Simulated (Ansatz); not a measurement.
# SrAlH3 (Pm-3m): following an unstable mode, part 3 of 3

Which phase does SrAlH3 (Pm-3m) fall into along its unstable mode, and how much energy does it gain?

Ansatz 0.2.0; DFT PBEsol, scalar-relativistic, plane waves, PAW; PAW set soft_1.

So far. Step 5 (Energy along the mode, all amplitudes (two of the runs …): The energy still falls at the last step, so the rise lies beyond the steps tried. Step 7 (The new phase in its own primitive cell): The largest force component left is 0.57 meV/Å and the pressure is 0.001 GPa, within the tolerances set. The cell now holds 15.64 Å³/atom. The relaxed cell has a = 6.386, c = 6.643 Å (conventional setting).

## 8. Modes of the new phase, k-mesh 9×9×9, occupations fixed

A relaxed structure may still be a saddle point, so its zone-centre modes are computed. The response to a homogeneous field gives the Born charges and the dielectric tensor, and its change with displacement the Raman tensors.

File input.yaml:

```yaml
crystal:
  lattice:
    - [3.1931762493, 1.8435811671, 2.2143333038]
    - [-3.1931762493, 1.8435811671, 2.2143333038]
    - [0.0, -3.6871623343, 2.2143333038]
  atoms:
    - { symbol: Sr, position: [0.5447511124, 0.5447511124, 0.5447511124] }
    - { symbol: Al, position: [0.0685600404, 0.0685600404, 0.0685600404] }
    - { symbol: H, position: [0.3542505812, 0.3542505812, 0.9942188703] }
    - { symbol: H, position: [0.3542505812, 0.9942188703, 0.3542505812] }
    - { symbol: H, position: [0.9942188703, 0.3542505812, 0.3542505812] }
kpoints:
  mp_grid: { grid: [9, 9, 9] }
hamiltonian:
  xc: pbesol
  pseudopotentials: { kind: paw, azcp: { folder: soft_1 }, xc_functional: pbe }
scf:
  occupations: { method: fixed }
output:
  eigenvalues: true
phonons:
  method: dfpt
  dielectric: true
  rigid_motions: translations
  raman: true
```

The run is started by

```console
$ ansatz run input.yaml --threads 4 --pin off --max-ram 10240MiB --backend cpu --events-out ev --progress --plain --runs-dir out
```

Output:

```text
[...]
Crystal: 5 atoms, lattice volume = 78.213 Å³
Basis set: ecut = 420 eV, 1537 PW (Γ), exchange–correlation on 60×60×60 points (8 copies of the dense FFT grid, shifted against one another)
Bands: 13, of which v1, the nominal top of the filled ones, is band 8 counted from 1 (7 counted from 0)
Symmetry: 6 space group operations
k-points: 365 of 729 (irreducible under 1 space group operation, time reversal used)
[...]
SCF iter   1: F=—  HF=-4065.491196 eV  |F-HF|=—  |Δ(HF+E_count)|=         —  Δρ=5.39e-2  dr2=2.44e0  ethr=3.10e-3  ⟨swp⟩=5.0  Hψ=28261  notcnv=0  defer=739
[...]
SCF iter   9: F=-4064.656304 eV  HF=-4064.656304 eV  |F-HF|=4.09e-12  |Δ(HF+E_count)|=  6.85e-10  Δρ=1.42e-7  dr2=1.59e-11  ethr=1.00e-12  ⟨swp⟩=17.2  Hψ=44337  notcnv=0
SCF 1 converged in 9 iterations: F = -4064.656304 eV  dr2 = 1.59e-11
[...]
NSCF: frozen V_eff on 9 k-points
DFPT response loops at Γ: preconditioner auto → none (the input reference at scf.mixing.eps_inf says where Resta's filter doesn't serve); β = 0.50; Broyden in place of MSR1
── the response to a field inside a basis, on 12×12×12 k-points: an SCF that follows is theirs, and a resumed run solves both again ──
Bands: 9, of which v1, the nominal top of the filled ones, is band 8 counted from 1 (7 counted from 0)
k-points: 182 of 1728 (time reversal used)
[...]
Eigensolver: Dense (182 Hₖ)
SCF iter   1: F=—  HF=-4064.655109 eV  |F-HF|=—  |Δ(HF+E_count)|=         —  Δρ=1.41e-4  dr2=3.16e-6  ethr=1.00e-1
[...]
SCF iter   5: F=-4064.655112 eV  HF=-4064.655112 eV  |F-HF|=3.64e-12  |Δ(HF+E_count)|=  1.85e-10  Δρ=1.85e-7  dr2=2.09e-11  ethr=7.35e-12
SCF 1 converged in 5 iterations: F = -4064.655112 eV  dr2 = 2.09e-11
[...]
SCF converged after 9 iterations
Free energy (F): -4064.656304 eV
[...]
Internal energy: -4064.656304 eV  (E = F + TS)
E sigma→0 (E₀):  -4064.656304 eV
Fermi energy:    4.830089 eV
[...]
--- Band table (eV; the first three rows and the last of 365) ---
  k-point 0: bands = [... 4 lower, -3.3442, 1.5756, 1.5756, 4.8301, 6.4939, 6.4939, 7.2800, 9.1350, ... 1 higher]
  k-point 1: bands = [... 4 lower, -3.2556, 1.4408, 1.5896, 4.6395, 6.4149, 6.5527, 7.6923, 9.0786, ... 1 higher]
  k-point 2: bands = [... 4 lower, -3.0091, 1.0582, 1.6251, 4.2690, 6.5727, 6.7247, 8.2970, 8.9901, ... 1 higher]
  k-point 364: bands = [... 4 lower, -2.3370, 0.3020, 1.5912, 3.8408, 6.4256, 7.3807, 9.0189, 9.1053, ... 1 higher]
--- Phonons (Γ-DFPT): 7 representative perturbations + reference, on 365 of 729 k-points (Σ response iterations 21) ---
  k mesh reduced under 1 symmetry operation, with k and −k counted as one. Each operation leaves every solved perturbation unchanged. A smaller set is not considered because the run solves the response to a homogeneous field
  ASR residual: 2.039e-4 → 0.000e0 eV/Å²; symmetrization residual: 3.894e-6 eV/Å²
  ASR residual per site (eV/Å²): 2.04e-4 1.74e-5 1.67e-5 1.64e-5 1.64e-5
[...]
ε∞ (high-frequency dielectric tensor):
        7.018187     0.000000     0.000000
        0.000000     7.018187     0.000000
        0.000000     0.000000     6.247726
  ε⁰ (static dielectric tensor: ions relaxed, cell fixed):
       16.069315     0.000000    -0.000000
        0.000000    16.069315     0.000000
       -0.000000     0.000000     9.537084
  ε⁰ − ε∞ (ionic part):
        9.051128     0.000000    -0.000000
        0.000000     9.051128     0.000000
       -0.000000     0.000000     3.289358
  softest optical mode at Γ: 118.93 cm⁻¹; the repairs (sum rule, projections) moved no ω² at Γ by more than (4.57 cm⁻¹)²
  Born effective charges Z* (e; rows j = field, columns β = displacement):
    site 0:
         2.55059    0.00000    0.00000
         0.00000    2.55059    0.00000
         0.00000    0.00000    1.88622
    site 1:
         0.31194   -0.00000    0.00000
        -0.00000    0.31194   -0.00000
         0.00000   -0.00000    1.41338
    site 2:
        -0.72409   -0.00000   -0.00000
        -0.00000   -1.18427   -0.60047
        -0.00000   -0.10349   -1.09987
    site 3:
        -1.06922    0.19927   -0.52002
         0.19927   -0.83913    0.30023
        -0.08962    0.05174   -1.09987
    site 4:
        -1.06922   -0.19927    0.52002
        -0.19927   -0.83913    0.30023
         0.08962    0.05174   -1.09987
  Z* charge neutrality: 2.500e-4 e pre-enforcement
  solved inside a basis spanned on kpoints, on 12×12×12 k-points: ε∞ is read to err by 2.0e-2, Z* by 1.1e-2 e (field_mesh: kpoints solves on kpoints); Z* is corrected for what the basis lacks
  Raman tensors (in the event stream and the table raman_tensors.tsv): an entry may err by 1.1e-1 Å², one of the second-order susceptibility by 8.8e-1 pm/V (basis, points and sum rule); their sum over the sites missed zero by 3.074e-4 Å² ahead of its enforcement
  optical modes at Γ without the LO–TO term, one row a degenerate level:
      ω (cm⁻¹)  modes    IR ((D/Å)²/amu)  static Raman (Å⁴/amu)  depolarisation
        118.93      2             6.3660                26.3918           0.750
        243.59      1             1.4846               134.9122           0.016
        345.18      1             0.0000                 0.0000               —
        530.32      2            44.7785               103.8460           0.750
        841.35      2             1.6480               409.2923           0.750
        872.89      1            66.9471               832.2636           0.017
       1437.27      2           107.8565              3347.3367           0.750
       1525.56      1            18.0108              2273.9189           0.003
  optical modes at Γ + LO–TO along q̂ = [1.0000, 0.0000, 0.0000]:
      ω (cm⁻¹)  modes    IR ((D/Å)²/amu)  static Raman (Å⁴/amu)  depolarisation
        118.93      1             3.1830                13.1959           0.750
        150.70      1             1.5149                 8.5213           0.750
        243.59      1             1.4846               134.9122           0.016
        345.18      1             0.0000                 0.0000               —
        530.32      1            22.3892                51.9230           0.750
        600.49      1            18.3570                40.6692           0.750
        841.35      1             0.8240               204.6462           0.750
        843.38      1             0.9411               169.8883           0.750
        872.89      1            66.9471               832.2636           0.017
       1437.27      1            53.9282              1673.6684           0.750
       1512.12      1            59.5115              2835.2165           0.750
       1525.56      1            18.0108              2273.9189           0.003
  optical modes at Γ + LO–TO along q̂ = [0.0000, 1.0000, 0.0000]:
      ω (cm⁻¹)  modes    IR ((D/Å)²/amu)  static Raman (Å⁴/amu)  depolarisation
        118.93      1             3.1830                13.1959           0.750
        150.70      1             1.5149                 8.5213           0.750
        243.59      1             1.4846               134.9122           0.016
        345.18      1             0.0000                 0.0000               —
        530.32      1            22.3892                51.9230           0.750
        600.49      1            18.3570                40.6692           0.750
        841.35      1             0.8240               204.6462           0.750
        843.38      1             0.9411               169.8883           0.750
        872.89      1            66.9471               832.2636           0.017
       1437.27      1            53.9282              1673.6684           0.750
       1512.12      1            59.5115              2835.2165           0.750
       1525.56      1            18.0108              2273.9189           0.003
  optical modes at Γ + LO–TO along q̂ = [0.0000, 0.0000, 1.0000]:
      ω (cm⁻¹)  modes    IR ((D/Å)²/amu)  static Raman (Å⁴/amu)  depolarisation
        118.93      2             6.3660                26.3918           0.750
        252.57      1             0.7016               269.8321           0.015
        345.18      1             0.0000                 0.0000               —
        530.32      2            44.7785               103.8460           0.750
        841.35      2             1.6480               409.2923           0.750
       1019.35      1            59.3718                 8.2340           0.032
       1437.27      2           107.8565              3347.3367           0.750
       1556.61      1            26.3691              4668.2800           0.005
```

Wall time 3.9 min (4 threads of Arm Neoverse V1, shared host); peak memory 1.6 GiB; 15 min of CPU time.

Read from the output:

```
sum-rule residual before enforcement                    : 2.04e-4 eV/Å²
miss of the charge sum rule                             : 2.50e-4 e
estimated error of the dielectric tensor                : 0.01961
estimated error of the Born charges                     : 0.01105 e
point group                                             : 3m
highest optical mode at the zone centre (no LO-TO term) : 1526 cm⁻¹
lowest optical zone-centre mode                         : 118.9 cm⁻¹
mean high-frequency dielectric constant                 : 6.761
largest Born charge (third of the trace)                : 2.329 e
mean static dielectric constant                         : 13.89
top of the zone-centre spectrum with the field          : 1557 cm⁻¹
```

Patterns of degenerate modes are one choice out of their space. The modes at Γ (shares of kinetic energy by element, %):

```csv
mode,frequency (cm⁻¹),symmetry,Sr %,Al %,H %
1,0.0,acoustic,74,23,3
2,0.0,acoustic,74,23,3
3,0.0,acoustic,74,23,3
4,118.9,E,24,72,4
5,118.9,E,24,72,4
6,243.6,A1,25,71,4
7,345.2,A2,0,0,100
8,530.3,E,0,2,97
9,530.3,E,0,2,97
10,841.4,E,1,1,98
11,841.4,E,1,1,98
12,872.9,A1,0,5,95
13,1437.3,E,0,2,98
14,1437.3,E,0,2,98
15,1525.6,A1,0,1,99
```

Displacements in mode 4 (118.9 cm⁻¹), the largest set to 1:
```
Sr1 -0.32 -0.02  0.00
Al2  1.00  0.08  0.00
H3   0.58  0.02  0.05
H4   0.37  0.17  0.58
H5   0.34 -0.09 -0.64
```

Displacements in mode 11 (841.4 cm⁻¹), the largest set to 1:
```
Sr1 -0.01  0.00  0.00
Al2  0.03  0.00  0.00
H3  -0.37  0.00  0.00
H4   0.37 -0.43 -1.00
H5   0.37  0.43  1.00
```

Optical modes at the zone centre, without and with the macroscopic field of the longitudinal modes; each column is sorted by frequency, so a row need not hold one and the same mode. Modes with and without the field, by row:

```csv
rank among optical modes,no field (cm⁻¹),"q along (1, 0, 0) (cm⁻¹)","q along (0, 0, 1) (cm⁻¹)"
1,118.9,118.9,118.9
2,118.9,150.7,118.9
3,243.6,243.6,252.6
4,345.2,345.2,345.2
5,530.3,530.3,530.3
6,530.3,600.5,530.3
7,841.4,841.4,841.4
8,841.4,843.4,841.4
9,872.9,872.9,1019
10,1437,1437,1437
11,1437,1512,1437
12,1526,1526,1557
```

Born charge (rows field, columns displacement) (e), principal values of the symmetric part by kind of site:

```csv
atom,atoms with these values,low,middle,high,mean
Sr1,1,1.89,2.55,2.55,2.33
Al2,1,0.31,0.31,1.41,0.68
H3,3,-1.50,-0.79,-0.72,-1.00
```

In full for Al2:

```
0.31 0.00 0.00
0.00 0.31 0.00
0.00 0.00 1.41
```

High-frequency dielectric tensor:

```
7.02 0.00 0.00
0.00 7.02 0.00
0.00 0.00 6.25
```

Static dielectric tensor (ions relaxed, fixed cell):

```
16.07  0.00  0.00
 0.00 16.07  0.00
 0.00  0.00  9.54
```

Transverse modes. Infrared lines, with heights relative to the strongest:

```csv
position (cm⁻¹),label,relative intensity
119,E,5.9
244,A1,1.4
345,A2,0.0
530,E,42
841,E,1.5
873,A1,62
1437,E,100
1526,A1,17
```

Activity x (w_L - w)^4 (n + 1)/w, 532 nm, 300 K; the tensors are static ones, while 532 nm light lies above the computed gap, where resonance would change the heights; modes without the macroscopic field alone. Raman lines, with heights relative to the strongest:

```csv
position (cm⁻¹),label,relative intensity
119,E,29
244,A1,45
345,A2,0.0
530,E,11
841,E,24
873,A1,47
1437,E,100
1526,A1,63
```

Before it was imposed, the acoustic sum rule was missed by 2.0e-4 eV/Å² and the charge sum rule by 2.5e-4 e. Small misses are needed for a sound result but don't prove that mesh and cutoff are converged. The lowest optical mode is real, 119 cm⁻¹.

## 9. Outcome

```yaml
unstable_mode_of_the_parent: q = (0, 0, 0), 604i cm⁻¹
depth_at_the_lowest_point_sampled: 128 meV/atom
largest_atomic_shift_at_that_point: 0.6 Å
space_group_reached: R3m
energy_gained_over_the_parent_first_relaxation_on_the_mesh_of_the_frozen_mode: 516 meV/atom
volume_per_atom_phase_reached: 15.6 Å³
gap_on_the_k_mesh_phase_reached: 0.523 eV
lowest_optical_zone_centre_mode_phase_reached: 119 cm⁻¹
highest_optical_mode_at_the_zone_centre_no_lo_to_term_phase_reached: 1526 cm⁻¹
```

**Reading.** Along this mode the structure falls into R3m, 516 meV/atom below the parent. At the parent's cell the well is 128.4 meV/atom deep on the steps tried, with its lowest point at a shift of 0.6 Å. That is the last step tried, so the steps alone don't bracket the bottom of the well. Relaxing atoms and cell changes the gain by +387.90 meV/atom against the lowest step (energies at zero smearing). Most of the total comes from this relaxation. The new phase has no imaginary mode at the zone centre of its cell; other wavevectors were not checked. Of the 6 patterns followed from this parent, this one reaches the lowest energy. Each path keeps the symmetry of its pattern, so a lower phase may lie along a pattern not tried. With no gap, or one that is small against the smearing, the frequencies hang on the k mesh and the smearing, most of all near Kohn anomalies. The volume moved by more than a tenth on the k mesh of the start, so the energy gain is rough. The PAW files were made for PBE and serve the other functionals too. A phonon run warned that its eigensolver left some bands unconverged in a pass.

[Long decimals in the printed logs are rounded to 6 places.]

[Logs are printed without paths, hosts, clocks, repeated set-up lines and the standing remarks that a program may print on its own settings, such as how far it seeks lower states.]

[Hosts, paths, dates, database ids (printed as entryN), source tags and the programs' standing remarks are cut or masked in the printed files.]

[Where the starting crystal was built by hand or by swapping elements, it need not be the compound's stable phase.]
